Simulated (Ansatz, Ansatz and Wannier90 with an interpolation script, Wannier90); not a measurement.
# From a coarse GW mesh to bands everywhere: BiOCl (P4/nmm)

Wanted: quasiparticle gap and band widths of BiOCl (P4/nmm) over the whole zone.

Method: LDA, Wannier functions and G0W0, plane waves, PAW, in Ansatz 0.2.0.

**The experiments to reproduce.**

- Gap 3.36 eV: optical gap from Kubelka-Munk/Tauc analysis; UV-vis diffuse reflectance; powder (solvothermal hierarchical microspheres made without additive) (“Hydrothermal Crystallization of Bismuth Oxychlorides (BiOCl) Using Different Shape Control Reagents”, 2021, pmc:8123882).

- Gap 3.44 eV: optical gap from Tauc plot; UV-vis diffuse reflectance; powder (hydrothermal powder) (“Synergistic Piezo-Photocatalysis of BiOCl/NaNbO3 Heterojunction Piezoelectric Composite for High-Efficient Organic Pollutant Degradation”, 2022, pmc:8839476).

## Step 1: The structure

Symmetry: P4/nmm, No. 129, tetragonal system. Conventional cell: a = 3.886 Å, b = 3.886 Å, c = 7.349 Å, α = 90.00°, β = 90.00°, γ = 90.00°. Nearest to Bi lie 4 O at 2.31 Å and 4 Cl at 3.06 Å. Nearest to Cl lie 4 Bi at 3.06 Å. Nearest to O lie 4 Bi at 2.31 Å. Farther neighbours and most contacts between anions are not listed.

The cell and positions come from the Crystallography Open Database and are kept as given unless a step says otherwise. Spin-orbit coupling is left out unless a step names it. The default PAW set here is soft_2. Its files were made with PBE.

## Step 2: LDA bands

Levels along a band path, at the cheap level, show where the edges lie and whether the meshes to come will hold them.

This step: DFT, LDA, plane waves, PAW.

Input file input.yaml:

```yaml
crystal:
  lattice:
    - [3.88551, 0.0, 0.0]
    - [0.0, 3.88551, 0.0]
    - [0.0, 0.0, 7.3489]
  atoms:
    - { symbol: Bi, position: [0.5, 0.0, 0.32904] }
    - { symbol: Bi, position: [0.0, 0.5, 0.67096] }
    - { symbol: Cl, position: [0.0, 0.5, 0.1472] }
    - { symbol: Cl, position: [0.5, 0.0, 0.8528] }
    - { symbol: O, position: [0.0, 0.0, 0.5] }
    - { symbol: O, position: [0.5, 0.5, 0.5] }
kpoints:
  mp_grid: { grid: [4, 4, 2] }
  band_path:
    path:
      - [[0.0, 0.0, 0.0], [0.0, 0.5, 0.0], [0.5, 0.5, 0.0], [0.0, 0.0, 0.0], [0.0, 0.0, 0.5], [0.0, 0.5, 0.5], [0.5, 0.5, 0.5], [0.0, 0.0, 0.5]]
      - [[0.0, 0.5, 0.0], [0.0, 0.5, 0.5]]
      - [[0.5, 0.5, 0.0], [0.5, 0.5, 0.5]]
    npoints: 10
hamiltonian:
  xc: lda
scf:
  occupations: { method: fermi_dirac, width: 0.02 }
  n_extra_bands: 59
output:
  eigenvalues: true
  fatbands: true
  write_density: true
  write_potential: true
  elf: true
  volumetric_format: npy
```

Run with:

```
$ ansatz run input.yaml --threads 8 --pin off --max-ram 18432MiB --backend cpu --events-out ev --progress --plain --runs-dir out
```

Numbers of over 12 decimals in the logs are rounded to 6 here.

What it wrote:

```text
scf.n_extra_bands = 59 over 28 filled bands (N_el = 56.0): the run solves 87 bands
Engine: ansatz 0.2.0, aarch64-unknown-linux-gnu
Pseudopotentials: kind: paw
Pseudopotential: Bi, paw, valence charge 15, recommended cutoff 420 eV (normal), Bi.paw.azcp
Pseudopotential: Cl, paw, valence charge 7, recommended cutoff 420 eV (normal), Cl.paw.azcp
Pseudopotential: O, paw, valence charge 6, recommended cutoff 420 eV (normal), O.paw.azcp
Functional definition: SPW92
  exchange = slater_x
  correlation = pw_c
Crystal: 6 atoms, lattice volume = 110.948 Å³
Basis set: ecut = 420 eV, 2177 PW (Γ)
Bands: 87, of which v1, the nominal top of the filled ones, is band 28 counted from 1 (27 counted from 0)
Symmetry: 16 space group operations
Space group: P4/nmm (ITA 129), of the structure as read, at distance tolerance 4.8e-5 Å
k-points: 12 of 32
Non-local potential: Bi, projectors of the file, l = 0: 2, l = 1: 2, l = 2: 2, l = 3: 2
Non-local potential: Cl, projectors of the file, l = 0: 2, l = 1: 2, l = 2: 2
Non-local potential: O, projectors of the file, l = 0: 2, l = 1: 2, l = 2: 1
PAW form: soft (Blöchl's): semilocal exchange-correlation on the pseudo side does not see the compensation charge
PAW frozen core: Bi, regenerated for the run's functional, and the local potential with it (the file was generated under x = pbe(κ = 0.804, μ = 0.219515), c = pbe(β = 0.066725))
PAW frozen core: Cl, regenerated for the run's functional, and the local potential with it (the file was generated under x = pbe(κ = 0.804, μ = 0.219515), c = pbe(β = 0.066725))
PAW frozen core: O, regenerated for the run's functional, and the local potential with it (the file was generated under x = pbe(κ = 0.804, μ = 0.219515), c = pbe(β = 0.066725))
PAW one-centre angular grid: Bi, 590 points (default); XC on 64 Gauss nodes
PAW one-centre angular grid: Cl, 110 points (default); XC on 64 Gauss nodes
PAW one-centre angular grid: O, 110 points (default); XC on 64 Gauss nodes
Initial density: superposition of atomic densities (neutral atoms: chi_scale 0, normalization atom), corrected by the library's trained network
Initial wavefunctions: pseudopotential atomic-orbital guess
Functional: x = slater, c = lda
SCF iter   1: F=—  HF=-27373.206421 eV  |F-HF|=—  |Δ(HF+E_count)|=         —  Δρ=1.24e-2  dr2=1.70e-1  ethr=1.77e-3  ⟨swp⟩=6.0  Hψ=5317  notcnv=0  defer=379
preconditioner: auto → Resta (q_TF=auto, 2.434 Å⁻¹)  ε∞=1.7  [insulator: Δε(μ)=2.421 eV  Ē_g=31.133 eV  σ=0.020 eV  W_gap=1.00  n_scr=28 (ndim 8)  ℏωp=26.4 eV  f_vac=0.006  D(μ)=0.00/eV (n_scr^D=0)  ε∞_Penn≈1.7]
SCF iter   2: F=—  HF=-27373.170253 eV  |F-HF|=—  |Δ(HF+E_count)|=   3.62e-2  Δρ=5.63e-3  dr2=4.05e-2  ethr=3.03e-4  ⟨swp⟩=2.0  Hψ=1273  notcnv=0  defer=580
SCF iter   3: F=—  HF=-27373.160032 eV  |F-HF|=—  |Δ(HF+E_count)|=   1.02e-2  Δρ=9.12e-4  dr2=1.17e-3  ethr=7.23e-5  ⟨swp⟩=2.0  Hψ=601  notcnv=0  defer=633
SCF iter   4: F=—  HF=-27373.159738 eV  |F-HF|=—  |Δ(HF+E_count)|=   2.94e-4  Δρ=2.32e-4  dr2=9.51e-5  ethr=2.09e-6  ⟨swp⟩=2.0  Hψ=780  notcnv=0  defer=633
SCF iter   5: F=—  HF=-27373.159735 eV  |F-HF|=—  |Δ(HF+E_count)|=   2.27e-6  Δρ=4.89e-5  dr2=1.18e-6  ethr=1.70e-7  ⟨swp⟩=2.8  Hψ=719  notcnv=0  defer=633
SCF iter   6: F=—  HF=-27373.159736 eV  |F-HF|=—  |Δ(HF+E_count)|=   2.19e-7  Δρ=1.06e-5  dr2=1.40e-7  ethr=1.79e-10  ⟨swp⟩=13.4  Hψ=8206  notcnv=0
SCF iter   7: F=-27373.159735 eV  HF=-27373.159735 eV  |F-HF|=2.08e-9  |Δ(HF+E_count)|=   5.23e-8  Δρ=1.91e-6  dr2=4.88e-9  ethr=1.79e-10  ⟨swp⟩=2.0  Hψ=1428  notcnv=0
SCF 1 converged in 7 iterations: F = -27373.159735 eV  dr2 = 4.88e-9
[...]
NSCF: frozen V_eff on 93 k-points
SCF converged after 7 iterations
Free energy (F): -27373.159735 eV
Harris-Foulkes:  -27373.159735 eV  (|F-HF|=2.08e-9)
Internal energy: -27373.159735 eV  (E = F + TS)
E sigma→0 (E₀):  -27373.159735 eV
Fermi energy:    8.823105 eV
--- Per-component energies (eV) ---
  E_band       = -210.408060
  E_kinetic    = 1273.331740
  E_local      = -4735.487037  (includes V_loc(G=0)·N_el)
  E_nonlocal   = 1296.616232
  E_hartree    = 1662.567211
  E_xc         = -660.007305
  E_vxc        = -721.134834  (∫ρ·V_xc dr)
  E_paw        = -22249.856582  (= ΣΔE_a)
  E_vpaw       = -648.873070  (= ΣTr[D̂ρ^β])
  E_aug_tail   = 0.004217  (compensation charges beyond the density's cutoff)
  E_ewald      = -3960.893269
  E_core_change = 0.565057  (= ΣΔE_core)
  E_smearing   = -0.000000  (= −TS)
  E_closure    = 0.000000  (closes the sum)
  Σ components = -27373.159735   (vs F -27373.159735, Δ=0.00e0)
--- Band table (eV; the first three rows and the last of 12) ---
  k-point 0: bands = [... 24 lower, 6.5546, 6.5546, 6.6140, 6.8038, 10.5917, 11.2705, 12.8212, 12.8212, ... 55 higher]
  k-point 1: bands = [... 24 lower, 6.8424, 6.8424, 7.1951, 7.2400, 10.0904, 10.4306, 12.8318, 12.8318, ... 55 higher]
  k-point 2: bands = [... 24 lower, 6.5821, 7.0879, 7.1954, 7.3186, 11.8077, 12.1686, 12.3414, 12.5178, ... 55 higher]
  k-point 11: bands = [... 24 lower, 6.2078, 6.2078, 6.9270, 6.9270, 12.0294, 12.0294, 13.5504, 13.5504, ... 55 higher]
```

The job ended after 8.6 s (8 threads of Arm Neoverse V1, shared host; peak memory 0.88 GiB).

In the SCF lines HF is the Harris–Foulkes energy and dr2 the Hartree energy of the density residual, in eV; the loop may stop once dr2 is under the threshold and the program's other checks hold. Hψ counts applications of the Hamiltonian.

This step gave:

```
filled bands         : 28
gap                  : 2.490 eV
valence top at       : k = (0.000, 0.400, 0.500)
conduction bottom at : Z
least direct gap     : 2.850 eV
```

The gap is indirect, with the least direct gap 0.36 eV higher.

The electronic bands at the labelled points (eV, zero at the top of the highest nominally filled band):

```csv
point,band 25,band 26,band 27,band 28,band 29,band 30,band 31,band 32
Γ,-1.05,-1.05,-0.99,-0.80,2.99,3.67,5.22,5.22
halfway,-1.02,-0.51,-0.41,-0.28,4.21,4.57,4.74,4.92
X,-0.90,-0.90,-0.10,-0.10,4.49,4.49,5.11,5.11
halfway,-1.03,-1.03,-0.70,-0.70,4.49,4.49,5.32,5.32
M,-0.70,-0.70,-0.67,-0.67,4.01,4.01,5.72,5.72
halfway,-0.83,-0.62,-0.52,-0.40,3.86,4.93,5.09,5.44
Γ,-1.05,-1.05,-0.99,-0.80,2.99,3.67,5.22,5.22
halfway,-0.89,-0.89,-0.74,-0.55,2.73,3.27,5.23,5.23
Z,-0.76,-0.76,-0.41,-0.36,2.49,2.83,5.23,5.23
halfway,-0.86,-0.78,-0.57,-0.18,3.97,4.21,5.08,5.17
R,-0.71,-0.71,-0.08,-0.08,4.29,4.29,5.19,5.19
halfway,-0.94,-0.94,-0.64,-0.64,4.00,4.00,5.69,5.69
A,-1.39,-1.39,-0.67,-0.67,4.43,4.43,5.95,5.95
halfway,-0.95,-0.80,-0.60,-0.33,3.37,4.71,5.22,5.48
Z,-0.76,-0.76,-0.41,-0.36,2.49,2.83,5.23,5.23
jump to X,-0.90,-0.90,-0.10,-0.10,4.49,4.49,5.11,5.11
halfway,-0.79,-0.79,-0.09,-0.09,4.39,4.39,5.15,5.15
R,-0.71,-0.71,-0.08,-0.08,4.29,4.29,5.19,5.19
jump to M,-0.70,-0.70,-0.67,-0.67,4.01,4.01,5.72,5.72
halfway,-1.02,-1.02,-0.67,-0.67,4.22,4.22,5.84,5.84
A,-1.39,-1.39,-0.67,-0.67,4.43,4.43,5.95,5.95
```

Valence density in the ac plane at fractional y = 0.000, with atoms of Bi and Cl and O within 0.2 Å of it. It is the smooth field of the valence electrons, not physical close to the nuclei.

Ten steps, logarithmic in the rise over the least value, from '0' (0.0 e/Å³) to '9' (7.7 e/Å³), each cell a mean:
```
00023455543100
00134666654210
00235664665310
01235653665310
01235666664310
00124566553210
11112344432111
21111222211111
33211111111123
65421000011346
88632111112468
99743222223579
98643344433579
76544677754456
44346899875444
22246899986322
11246899985321
01135788864310
00123566643210
00012333322100
00001112110000
00000011100000
00000111110000
00011233321000
```
Columns run along a (3.9 Å), rows up along c (7.3 Å). Atoms in or near the plane, at fractional coordinates: Bi at (0.50, 0.33), Cl at (0.50, 0.85), O at (0.00, 0.50).

Electrostatic potential energy in the ac plane at fractional y = 0.000, with atoms of Bi and Cl and O within 0.2 Å of it. With pseudopotentials it is smooth inside the atoms' cores, unlike the true potential.

Ten even steps from '_' (-72 eV) to '@' (15 eV), each cell a mean:
```
@@@@@@@@@@%%%%##%%@@@@@@@@@@
@@@@@@@@%%**++==++##@@@@@@@@
@@@@@@@@##==--::--++%%@@@@@@
@@@@@@@@##==--::--++%%@@@@@@
@@@@@@@@%%++==--==**%%@@@@@@
@@@@@@@@@@%%****##%%@@@@@@@@
@@@@@@@@@@@@@@@@@@@@@@@@@@@@
@@@@@@@@@@@@@@@@@@@@@@@@@@@@
@@@@@@@@@@@@@@@@@@@@@@@@@@@@
##%%@@@@@@@@@@@@@@@@@@@@@@%%
==++%%@@@@@@@@@@@@@@@@@@##++
::==**@@@@@@%%%%%%@@@@%%++--
--==##@@%%%%######%%@@%%**==
**##%%%%##++--::==**%%%%%%##
@@@@@@%%**::______--**%%@@@@
@@@@@@##==________..++%%@@@@
@@@@@@%%++..______::**%%@@@@
@@@@@@%%**--..__..==##%%@@@@
@@@@@@@@%%##++++**##%%@@@@@@
@@@@@@@@@@%%%%%%%%%%@@@@@@@@
@@@@@@@@@@@@@@@@@@@@@@@@@@@@
@@@@@@@@@@@@@@@@@@@@@@@@@@@@
@@@@@@@@@@@@@@@@@@@@@@@@@@@@
@@@@@@@@@@@@@@@@@@@@@@@@@@@@
```
Columns run along a (3.9 Å; values clipped at the 3rd and 97th percentile), rows up along c (7.3 Å). Atoms in or near the plane, at fractional coordinates: Bi at (0.50, 0.33), Cl at (0.50, 0.85), O at (0.00, 0.50).

## Step 3: Overlaps and projections on 8×8×4

This step: overlaps and projections of LDA states for Wannier90, plane waves, PAW.

input.yaml, the sections that differ from step 2:

```yaml
kpoints:
  mp_grid: { grid: [4, 4, 2] }
scf:
  occupations: { method: fixed }
  n_extra_bands: 59
output:
  wannier:
    kmesh: [8, 8, 4]
    projections:
      - { species: Bi, l: p, shell: 6 }
      - { species: Cl, l: p, shell: 3 }
      - { species: O, l: p, shell: 2 }
    minimise: false
    seedname: w
    disentanglement: { window: [2.45, 15.99], frozen_window: [2.45, 12.99] }
# crystal, hamiltonian: as in step 2
```

What it wrote:

```text
[...]
Crystal: 6 atoms, lattice volume = 110.948 Å³
Basis set: ecut = 420 eV, 2177 PW (Γ)
Bands: 87, of which v1, the nominal top of the filled ones, is band 28 counted from 1 (27 counted from 0)
Symmetry: 16 space group operations
[...]
k-points: 12 of 32
[...]
--- Band table (eV; the first three rows and the last of 12) ---
  k-point 0: bands = [... 24 lower, 6.5547, 6.5547, 6.6140, 6.8038, 10.5917, 11.2706, 12.8213, 12.8213, ... 55 higher]
  k-point 1: bands = [... 24 lower, 6.8425, 6.8425, 7.1952, 7.2400, 10.0905, 10.4307, 12.8319, 12.8319, ... 55 higher]
  k-point 2: bands = [... 24 lower, 6.5822, 7.0880, 7.1954, 7.3187, 11.8078, 12.1687, 12.3415, 12.5179, ... 55 higher]
  k-point 11: bands = [... 24 lower, 6.2078, 6.2078, 6.9270, 6.9270, 12.0295, 12.0295, 13.5505, 13.5505, ... 55 higher]
[key lines of the parts left out:]
SCF converged after 7 iterations
Free energy (F): -27373.159735 eV
Fermi energy:    7.520158 eV
```

Run time: 12 s. Hardware: 8 threads; peak memory 1.2 GiB.

(Part 1 of 3 ends here.)

[Paths, hosts, dates, memory and timing lines, banners, echoed tables and standing remarks are left out of the program output.]

[Logs are printed without paths, hosts, clocks, repeated set-up lines and the standing remarks that a program may print on its own settings, such as how far it seeks lower states.]

[Runs of the session that timed out or met a known fault of the program may be left out.]

[Hosts, paths, dates, database ids (printed as entryN), source tags and the programs' standing remarks are cut or masked in the printed files.]
